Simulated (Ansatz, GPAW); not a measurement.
# Work function of a 5-layer slab of Ba(100) at several levels

Wanted: work functions and dipole of a 5-layer slab of Ba(100), with the cost of each level.

Method: Ansatz plane waves; slab in vacuum with a dipole correction, relaxation, in the first sound run; inputs show where later runs differ, in GPAW 26.7.0 and Ansatz 0.2.0.

Report form: the programs' logs are mostly left out.

## (1) Set-up

The cell holds 5 atoms: 5 Ba. Cell: a = 5.020 Å, b = 5.020 Å, c = 26.040 Å, α = 90.0°, β = 90.0°, γ = 90.0°. Vacuum lies along c.

## (2) Relaxing the atoms

The atoms are relaxed first, since the surface dipole, and with it the work function, follows the positions of the outer layers. The lowest 2 atoms are held at bulk positions and keep their forces.

File input.yaml:

```yaml
crystal:
  lattice:
    - [5.02, 0.0, 0.0]
    - [0.0, 5.02, 0.0]
    - [0.0, 0.0, 26.04]
  atoms:
    - { symbol: Ba, position: [0.0, 0.0, 0.3072196621] }
    - { symbol: Ba, position: [0.5, 0.5, 0.403609831] }
    - { symbol: Ba, position: [0.0, 0.0, 0.5] }
    - { symbol: Ba, position: [0.5, 0.5, 0.596390169] }
    - { symbol: Ba, position: [0.0, 0.0, 0.6927803379] }
kpoints:
  mp_grid: { grid: [6, 6, 1] }
hamiltonian:
  xc: pbe
scf:
  occupations: { method: fermi_dirac, width: 0.1 }
efield:
  axis: 3
  dipole_correction: true
  ramp_width: 0.05
relax:
  f_tol: 0.02
  max_steps: 60
  constraints: [{ sites: [0, 1] }]
output:
  write_potential: true
  write_density: true
  volumetric_format: npy
```

Command:

```console
$ ansatz run input.yaml --threads 4 --pin off --max-ram 8192MiB --backend cpu --events-out ev --progress --plain --runs-dir out
```

Run time: 19 s. Hardware: 4 threads of Arm Neoverse V1, shared host; peak memory 0.93 GiB; 73 s of CPU time.

Relaxation path:

| step | energy less that of the first step (eV) | largest force component (eV/Å) |
| --- | --- | --- |
| 1 | 0.0000 | 0.1028 |
| 2 | -0.0029 | 0.0675 |
| 3 | -0.0057 | 0.0053 |

Forces are held to the 8 operations that the run works with; a distortion that breaks them can't arise in this run.

The atoms that moved most (Å):

| atom | dx | dy | dz | length |
| --- | --- | --- | --- | --- |
| Ba4 | 0.000 | 0.000 | -0.102 | 0.102 |
| Ba3 | 0.000 | 0.000 | -0.059 | 0.059 |
| Ba5 | 0.000 | 0.000 | 0.019 | 0.019 |

The relaxed structure:

```xyz
5
Lattice="5.0200 0.0000 0.0000 0.0000 5.0200 0.0000 0.0000 0.0000 26.0400" Properties=species:S:1:pos:R:3
Ba    0.0000    0.0000    8.0000
Ba    2.5100    2.5100   10.5100
Ba    0.0000    0.0000   12.9615
Ba    2.5100    2.5100   15.4277
Ba    0.0000    0.0000   18.0589
```

This step gave:

```
free energy             : -29746.8085 eV
smearing term TS        : 0.2864 eV
symmetry operations     : 8
upper work function     : 2.357 eV
lower work function     : 2.370 eV
dipole along the normal : 0.001836 e·Å
dipole field            : 5.06e-4 V/Å
vacuum level above      : 4.027 eV
vacuum level below      : 4.040 eV
```

The electrostatic potential energy of an electron (with the applied field's), less the Fermi level, planar mean oscillates, so the rows of the table below give means over windows of 2.46 Å about each position, cut where the curve ends. Its maxima inside the range that stand out by 2 % of the span (Å: eV): 9.3: -0.628, 11.7: -0.753, 14.2: -0.733, 16.8: -0.269. Its minima: 8.0: -5.31, 10.6: -4.83, 13.0: -4.96, 15.5: -4.83, 18.1: -5.33.

The electrostatic potential energy of an electron (with the applied field's), less the Fermi level, planar mean by z; means over each step:

| z (Å) | electrostatic potential energy of an electron (with the applied field's), less the Fermi level, planar mean (eV) |
| --- | --- |
| 1.23 | 2.37 |
| 3.69 | 2.35 |
| 6.15 | 1.01 |
| 8.61 | -3.09 |
| 11.07 | -2.95 |
| 13.53 | -3.01 |
| 15.99 | -2.68 |
| 18.45 | -2.72 |
| 20.91 | 2.09 |
| 23.37 | 2.35 |
| 25.83 | 2.36 |

The valence density, planar mean by z:

| z (Å) | valence density, planar mean (e/Å³) |
| --- | --- |
| 2.0 | 1.0e-5 |
| 2.5 | 2.5e-5 |
| 3.0 | 6.1e-5 |
| 3.5 | 1.5e-4 |
| 4.0 | 3.4e-4 |
| 4.5 | 7.7e-4 |
| 5.0 | 0.00170 |
| 5.5 | 0.00358 |
| 6.0 | 0.00758 |
| 6.5 | 0.0191 |
| 7.0 | 0.0736 |
| 7.5 | 0.186 |
| 8.0 | 0.213 |
| 8.5 | 0.192 |
| 9.0 | 0.0925 |
| 9.5 | 0.0942 |
| 10.0 | 0.195 |
| 10.5 | 0.219 |
| 11.0 | 0.197 |
| 11.5 | 0.0971 |
| 12.0 | 0.101 |
| 12.5 | 0.200 |
| 13.0 | 0.219 |
| 13.5 | 0.189 |
| 14.0 | 0.0893 |
| 14.5 | 0.106 |
| 15.0 | 0.203 |
| 15.5 | 0.218 |
| 16.0 | 0.182 |
| 16.5 | 0.0802 |
| 17.0 | 0.0803 |
| 17.5 | 0.182 |
| 18.0 | 0.212 |
| 18.5 | 0.193 |
| 19.0 | 0.0857 |
| 19.5 | 0.0221 |
| 20.0 | 0.00836 |
| 20.5 | 0.00399 |
| 21.0 | 0.00190 |
| 21.5 | 8.7e-4 |
| 22.0 | 3.8e-4 |
| 22.5 | 1.7e-4 |
| 23.0 | 7.0e-5 |
| 23.5 | 2.9e-5 |
| 24.0 | 1.2e-5 |

The relaxation lowered the energy of the cell by 0.00569 eV.

## (3) Plane waves, PBE

With the geometry fixed, the planar mean of the potential gives the vacuum level on each side.

This step: GPAW, PAW setups; slab in vacuum (GPAW 26.7.0).

File run.py:

```python
import json
import numpy as np
from ase import Atoms
from gpaw import GPAW, PW

slab = Atoms(
    ['Ba', 'Ba', 'Ba', 'Ba', 'Ba'],
    positions=[
        [0.00000, 0.00000, 8.00000],
        [2.51000, 2.51000, 10.51000],
        [-0.00000, 0.00000, 12.96149],
        [2.51000, 2.51000, 15.42771],
        [-0.00000, 0.00000, 18.05892]],
    cell=[[5.02, 0.0, 0.0], [0.0, 5.02, 0.0], [0.0, 0.0, 26.04]],
    pbc=[True, True, False])

slab.calc = GPAW(mode=PW(400), xc='PBE', kpts={'size': (6, 6, 1), 'gamma': True},
                 occupations={'name': 'fermi-dirac', 'width': 0.1}, nbands='140%',
                 convergence={'density': 1e-05}, maxiter=200,
                 poissonsolver={'dipolelayer': 'xy'},
                 symmetry={'tolerance': 1e-3}, txt='slab.txt')
result = {}
energy = slab.get_potential_energy()
fermi = slab.calc.get_fermi_level()
v = slab.calc.get_electrostatic_potential().mean((0, 1)) - fermi
n = slab.calc.get_pseudo_density().mean((0, 1))
L = slab.cell[2, 2]
z = np.arange(len(v)) * L / len(v)
low, high = slab.positions[:, 2].min(), slab.positions[:, 2].max()
below, above = np.interp([low - 5.8, high + 5.8], z, v)
slopes = [np.interp(x, z, np.gradient(v, z)) for x in (low - 5.8, high + 5.8)]
eps = np.array([[slab.calc.get_eigenvalues(k, s) for k in range(len(slab.calc.get_ibz_k_points()))]
                for s in range(slab.calc.get_number_of_spins())]) - fermi
top, bottom = eps[eps < 0].max(), eps[eps > 0].min()
dipole = slab.get_dipole_moment()[2]
print(f'energy {energy:.4f} eV, Fermi level {fermi:.4f} eV, dipole {dipole:.5f} e A')
print(f'potential 5.8 A off the faces, from the Fermi level: lower {below:.4f} eV, upper {above:.4f} eV')
print(f'slope of the potential there: lower {slopes[0]:.5f}, upper {slopes[1]:.5f} eV/A')
print(f'nearest levels on the mesh: {top:.4f} and {bottom:.4f} eV')
print('magnetic moment', round(slab.get_magnetic_moment(), 3))
result.update(energy=energy, fermi=fermi, dipole=dipole, below=below, above=above, slopes=slopes, edges=[top, bottom],
              z=z.tolist(), v=v.tolist(), n=n.tolist(), positions=slab.positions.tolist(),
              forces=slab.get_forces(apply_constraint=False).tolist(), moments=slab.get_magnetic_moments().tolist())
json.dump(result, open('result.json', 'w'))
```

Command:

```console
$ OMP_NUM_THREADS=1 OPENBLAS_NUM_THREADS=1 python run.py
```

The job ended after 3.2 min (1 thread; peak memory 0.34 GiB).

Numbers from this step:

```yaml
dipole_along_the_normal: 0.001824 e·Å
levels_nearest_the_fermi_level_on_the_mesh: -0.01301, 0.07098 eV from the Fermi level
upper_work_function: 2.356 eV
lower_work_function: 2.369 eV
```

The electrostatic potential energy of an electron (without an applied field's), less the Fermi level, planar mean oscillates, so the rows of the table below give means over windows of 2.5 Å about each position, cut where the curve ends. Its maxima inside the range that stand out by 2 % of the span (Å: eV): 9.3: -0.628, 11.8: -0.756, 14.2: -0.733, 16.7: -0.257. Its minima: 8.0: -12.2, 10.5: -11.7, 12.9: -11.8, 15.4: -11.7, 18.0: -12.2.

The electrostatic potential energy of an electron (without an applied field's), less the Fermi level, planar mean by z; means over each step:

| z (Å) | electrostatic potential energy of an electron (without an applied field's), less the Fermi level, planar mean (eV) |
| --- | --- |
| 1.25 | 2.37 |
| 3.75 | 2.34 |
| 6.25 | 0.674 |
| 8.75 | -5.17 |
| 11.25 | -5.12 |
| 13.75 | -5.15 |
| 16.25 | -4.62 |
| 18.75 | -4.22 |
| 21.25 | 2.20 |
| 23.75 | 2.35 |

The pseudo valence density, planar mean oscillates, so the rows of the table below give means over windows of 0.5 Å about each position, cut where the curve ends. Its maxima inside the range that stand out by 2 % of the span (Å: e/Å³): 7.71: 0.207, 8.33: 0.215, 10.21: 0.217, 10.83: 0.219, 12.50: 0.218, 13.33: 0.221, 15.00: 0.219, 15.83: 0.221, 17.71: 0.215, 18.54: 0.205. Its minima: 7.92: 0.179, 9.17: 0.0750, 10.42: 0.188, 11.67: 0.0788, 12.92: 0.183, 14.17: 0.0759, 15.42: 0.181, 16.67: 0.0654, 18.12: 0.177.

The pseudo valence density, planar mean by z; means over each step:

| z (Å) | pseudo valence density, planar mean (e/Å³) |
| --- | --- |
| 2.0 | 1.1e-5 |
| 2.5 | 2.7e-5 |
| 3.0 | 6.5e-5 |
| 3.5 | 1.5e-4 |
| 4.0 | 3.6e-4 |
| 4.5 | 7.9e-4 |
| 5.0 | 0.00175 |
| 5.5 | 0.00373 |
| 6.0 | 0.00778 |
| 6.5 | 0.0222 |
| 7.0 | 0.0808 |
| 7.5 | 0.186 |
| 8.0 | 0.190 |
| 8.5 | 0.194 |
| 9.0 | 0.101 |
| 9.5 | 0.104 |
| 10.0 | 0.196 |
| 10.5 | 0.197 |
| 11.0 | 0.199 |
| 11.5 | 0.106 |
| 12.0 | 0.112 |
| 12.5 | 0.200 |
| 13.0 | 0.197 |
| 13.5 | 0.193 |
| 14.0 | 0.0985 |
| 14.5 | 0.116 |
| 15.0 | 0.201 |
| 15.5 | 0.196 |
| 16.0 | 0.188 |
| 16.5 | 0.0882 |
| 17.0 | 0.0890 |
| 17.5 | 0.184 |
| 18.0 | 0.190 |
| 18.5 | 0.192 |
| 19.0 | 0.0912 |
| 19.5 | 0.0254 |
| 20.0 | 0.00886 |
| 20.5 | 0.00410 |
| 21.0 | 0.00199 |
| 21.5 | 8.8e-4 |
| 22.0 | 4.0e-4 |
| 22.5 | 1.7e-4 |
| 23.0 | 7.3e-5 |
| 23.5 | 3.1e-5 |
| 24.0 | 1.2e-5 |

Force by atom:

| atom | x (eV/Å) | y (eV/Å) | z (eV/Å) | size |
| --- | --- | --- | --- | --- |
| Ba1 | 0.0000 | 0.0000 | -0.0814 | 0.0814 |
| Ba2 | 0.0000 | 0.0000 | 0.0752 | 0.0752 |
| Ba3 | 0.0000 | 0.0000 | 0.0013 | 0.0013 |
| Ba4 | 0.0000 | 0.0000 | 0.0038 | 0.0038 |
| Ba5 | 0.0000 | 0.0000 | 0.0011 | 0.0011 |

The potential is flat to 0.001 eV/Å where it is read, so the vacuum is wide enough. The geometry is the other program's minimum; here the largest force on a free atom is 0.0038 eV/Å.

## (4) OptPBE vdW: xc = "optPBE-vdW"

The same geometry under optPBE-vdW, to see how far the functional moves the levels against the vacuum (the van der Waals functionals take revPBE setups).

run.py, as its differences from that of step 3:

```diff
@@ -16,3 +16,3 @@
 
-slab.calc = GPAW(mode=PW(400), xc='PBE', kpts={'size': (6, 6, 1), 'gamma': True},
+slab.calc = GPAW(mode=PW(400), xc='optPBE-vdW', kpts={'size': (6, 6, 1), 'gamma': True},
                  occupations={'name': 'fermi-dirac', 'width': 0.1}, nbands='140%',
```

Wall time 5.4 min (1 thread); peak memory 0.7 GiB.

This step gave:

| Quantity | Value |
| --- | --- |
| dipole along the normal | 0.002177 e·Å |
| levels nearest the Fermi level on the mesh | -0.04119, 0.003642 eV from the Fermi level |
| upper work function | 2.529 eV |
| lower work function | 2.545 eV |

The electrostatic potential energy of an electron (without an applied field's), less the Fermi level, planar mean oscillates, so the rows of the table below give means over windows of 2.5 Å about each position, cut where the curve ends. Its maxima inside the range that stand out by 2 % of the span (Å: eV): 9.3: -0.617, 11.8: -0.736, 14.2: -0.712, 16.7: -0.245. Its minima: 8.0: -12.2, 10.5: -11.7, 12.9: -11.8, 15.4: -11.7, 18.0: -12.2.

Table of electrostatic potential energy of an electron (without an applied field's), less the Fermi level, planar mean by z; means over each step:

z (Å), electrostatic potential energy of an electron (without an applied field's), less the Fermi level, planar mean (eV) and a bar from the least value:
```
     1.25        2.5 ##############################
     3.75        2.5 ##############################
     6.25        0.8 #######################
     8.75       -5.2 
    11.25       -5.1 
    13.75       -5.1 
    16.25       -4.6 ##
    18.75       -4.2 ####
    21.25        2.3 #############################
    23.75        2.5 ##############################
```

The pseudo valence density, planar mean oscillates, so the rows of the table below give means over windows of 1 Å about each position, cut where the curve ends. Its maxima inside the range that stand out by 2 % of the span (Å: e/Å³): 7.7: 0.207, 8.3: 0.215, 10.2: 0.217, 10.8: 0.219, 12.5: 0.218, 13.3: 0.221, 15.0: 0.219, 15.8: 0.221, 17.7: 0.215, 18.5: 0.205. Its minima: 7.9: 0.179, 9.2: 0.0750, 10.4: 0.188, 11.7: 0.0787, 12.9: 0.183, 14.2: 0.0758, 15.4: 0.181, 16.7: 0.0653, 18.1: 0.176.

The pseudo valence density, planar mean by z; means over each step:

z (Å), pseudo valence density, planar mean (e/Å³) and a bar:
```
        2      0.000 
        3      0.000 
        4      0.000 
        5      0.002 
        6      0.009 #
        7      0.090 #############
        8      0.197 #############################
        9      0.117 #################
       10      0.178 ##########################
       11      0.179 ##########################
       12      0.125 ##################
       13      0.204 ##############################
       14      0.117 #################
       15      0.183 ###########################
       16      0.170 #########################
       17      0.103 ###############
       18      0.196 #############################
       19      0.100 ###############
       20      0.010 #
       21      0.002 
       22      0.001 
       23      0.000 
       24      0.000 
       25      0.000
```

Force by atom:

| atom | x (eV/Å) | y (eV/Å) | z (eV/Å) | size |
| --- | --- | --- | --- | --- |
| Ba1 | 0.0000 | 0.0000 | -0.0593 | 0.0593 |
| Ba2 | 0.0000 | 0.0000 | 0.0878 | 0.0878 |
| Ba3 | 0.0000 | 0.0000 | 0.0028 | 0.0028 |
| Ba4 | 0.0000 | 0.0000 | -0.0113 | 0.0113 |
| Ba5 | 0.0000 | 0.0000 | -0.0202 | 0.0202 |

The upper face's work function is 2.529 eV, against 2.356 eV in the first plane-wave PBE run at this geometry.

## (5) Self-consistent run: xc = "revPBE"

The same geometry under revPBE, to see how far the functional moves the levels against the vacuum.

run.py, as its differences from that of step 4:

```diff
@@ -16,3 +16,3 @@
 
-slab.calc = GPAW(mode=PW(400), xc='optPBE-vdW', kpts={'size': (6, 6, 1), 'gamma': True},
+slab.calc = GPAW(mode=PW(400), xc='revPBE', kpts={'size': (6, 6, 1), 'gamma': True},
                  occupations={'name': 'fermi-dirac', 'width': 0.1}, nbands='140%',
```

Wall time 3.7 min (1 thread); peak memory 0.34 GiB.

Numbers from this step:

- dipole along the normal: 0.001660 e·Å
- levels nearest the Fermi level on the mesh: -0.005880, 0.06461 eV from the Fermi level
- upper work function: 2.255 eV
- lower work function: 2.267 eV

The upper face's work function is 2.255 eV, against 2.356 eV in the first plane-wave PBE run at this geometry.

## (6) Self-consistent run: xc = "RPBE"

The same geometry under RPBE, to see how far the functional moves the levels against the vacuum.

run.py, as its differences from that of step 5:

```diff
@@ -16,3 +16,3 @@
 
-slab.calc = GPAW(mode=PW(400), xc='revPBE', kpts={'size': (6, 6, 1), 'gamma': True},
+slab.calc = GPAW(mode=PW(400), xc='RPBE', kpts={'size': (6, 6, 1), 'gamma': True},
                  occupations={'name': 'fermi-dirac', 'width': 0.1}, nbands='140%',
```

Wall time 3.3 min (1 thread); peak memory 0.34 GiB.

Numbers from this step:

```
dipole along the normal                    : 0.001730 e·Å
levels nearest the Fermi level on the mesh : -0.003904, 0.06211 eV from the Fermi level
upper work function                        : 2.252 eV
lower work function                        : 2.264 eV
```

The electrostatic potential energy of an electron (without an applied field's), less the Fermi level, planar mean oscillates, so the rows of the table below give means over windows of 2.5 Å about each position, cut where the curve ends. Its maxima inside the range that stand out by 2 % of the span (Å: eV): 9.3: -0.745, 11.8: -0.878, 14.2: -0.856, 16.7: -0.373. Its minima: 8.0: -12.3, 10.5: -11.8, 12.9: -11.9, 15.4: -11.8, 18.0: -12.3.

Electrostatic potential energy of an electron (without an applied field's), less the Fermi level, planar mean against z; means over each step:

| z (Å) | electrostatic potential energy of an electron (without an applied field's), less the Fermi level, planar mean (eV) |
| --- | --- |
| 1.25 | 2.26 |
| 3.75 | 2.24 |
| 6.25 | 0.572 |
| 8.75 | -5.28 |
| 11.25 | -5.23 |
| 13.75 | -5.26 |
| 16.25 | -4.72 |
| 18.75 | -4.32 |
| 21.25 | 2.09 |
| 23.75 | 2.25 |

The upper face's work function is 2.252 eV, against 2.356 eV in the first plane-wave PBE run at this geometry.

## (7) Real-space grid: mode = "fd"

A real-space grid is a second complete basis, so it checks the plane-wave result.

run.py, as its differences from that of step 6:

```diff
@@ -3,3 +3,3 @@
 from ase import Atoms
-from gpaw import GPAW, PW
+from gpaw import GPAW
 
@@ -16,3 +16,3 @@
 
-slab.calc = GPAW(mode=PW(400), xc='RPBE', kpts={'size': (6, 6, 1), 'gamma': True},
+slab.calc = GPAW(mode='fd', h=0.18, xc='PBE', kpts={'size': (6, 6, 1), 'gamma': True},
                  occupations={'name': 'fermi-dirac', 'width': 0.1}, nbands='140%',
```

Wall time 26 min (1 thread); peak memory 1.4 GiB.

Numbers from this step:

* dipole along the normal: 0.001842 e·Å
* levels nearest the Fermi level on the mesh: -0.01317, 0.07100 eV from the Fermi level
* upper work function: 2.354 eV
* lower work function: 2.368 eV

The upper face's work function is 2.354 eV, against 2.356 eV in the first plane-wave PBE run at this geometry.

## (8) Atomic orbitals: mode = "lcao"

Atom-centred orbitals end a few angstrom from the surface, which tests how much the density's tail matters.

run.py, as its differences from that of step 7:

```diff
@@ -16,4 +16,4 @@
 
-slab.calc = GPAW(mode='fd', h=0.18, xc='PBE', kpts={'size': (6, 6, 1), 'gamma': True},
-                 occupations={'name': 'fermi-dirac', 'width': 0.1}, nbands='140%',
+slab.calc = GPAW(mode='lcao', basis='dzp', h=0.18, xc='PBE', kpts={'size': (6, 6, 1), 'gamma': True},
+                 occupations={'name': 'fermi-dirac', 'width': 0.1}, nbands='120%',
                  convergence={'density': 1e-05}, maxiter=200,
```

Wall time 13 min (1 thread); peak memory 0.7 GiB.

Numbers from this step:

```
dipole along the normal                    : 0.001830 e·Å
levels nearest the Fermi level on the mesh : -0.01009, 0.07209 eV from the Fermi level
upper work function                        : 2.329 eV
lower work function                        : 2.342 eV
```

The electrostatic potential energy of an electron (without an applied field's), less the Fermi level, planar mean oscillates, so the rows of the table below give means over windows of 2.44 Å about each position, cut where the curve ends. Its maxima inside the range that stand out by 2 % of the span (Å: eV): 9.3: -0.651, 11.8: -0.758, 14.2: -0.737, 16.7: -0.264. Its minima: 8.0: -12.1, 10.5: -11.7, 12.9: -11.8, 15.5: -11.7, 18.1: -12.2.

The electrostatic potential energy of an electron (without an applied field's), less the Fermi level, planar mean by z; means over each step:

z (Å), electrostatic potential energy of an electron (without an applied field's), less the Fermi level, planar mean (eV) and a bar from the least value:
```
     1.22        2.3 ##############################
     3.66        2.3 ##############################
     6.10        1.1 #########################
     8.54       -5.3 
    10.98       -5.1 #
    13.42       -5.2 
    15.86       -4.9 #
    18.30       -5.1 #
    20.74        2.0 #############################
    23.18        2.3 ##############################
    25.62        2.3 ##############################
```

The upper face's work function is 2.329 eV, against 2.356 eV in the first plane-wave PBE run at this geometry.

## (9) The ladder

Times are for 1 thread of Arm Neoverse V1, shared host. Results by setting:

| no. | run | upper work function (eV) | lower work function (eV) | time | memory (GiB) |
| --- | --- | --- | --- | --- | --- |
| 1 | pw | 2.356 | 2.369 | 3.2 min | 0.34 |
| 2 | optPBE vdW | 2.529 | 2.545 | 5.4 min | 0.7 |
| 3 | revPBE | 2.255 | 2.267 | 3.7 min | 0.34 |
| 4 | RPBE | 2.252 | 2.264 | 3.3 min | 0.34 |
| 5 | fd | 2.354 | 2.368 | 26 min | 1.4 |
| 6 | lcao | 2.329 | 2.342 | 13 min | 0.7 |

(Continued in part 2 of 2.)

[Logs are printed without paths, hosts, clocks, repeated set-up lines and the standing remarks that a program may print on its own settings, such as how far it seeks lower states.]

[Hosts, paths, dates, database ids (printed as entryN), source tags and the programs' standing remarks are cut or masked in the printed files.]
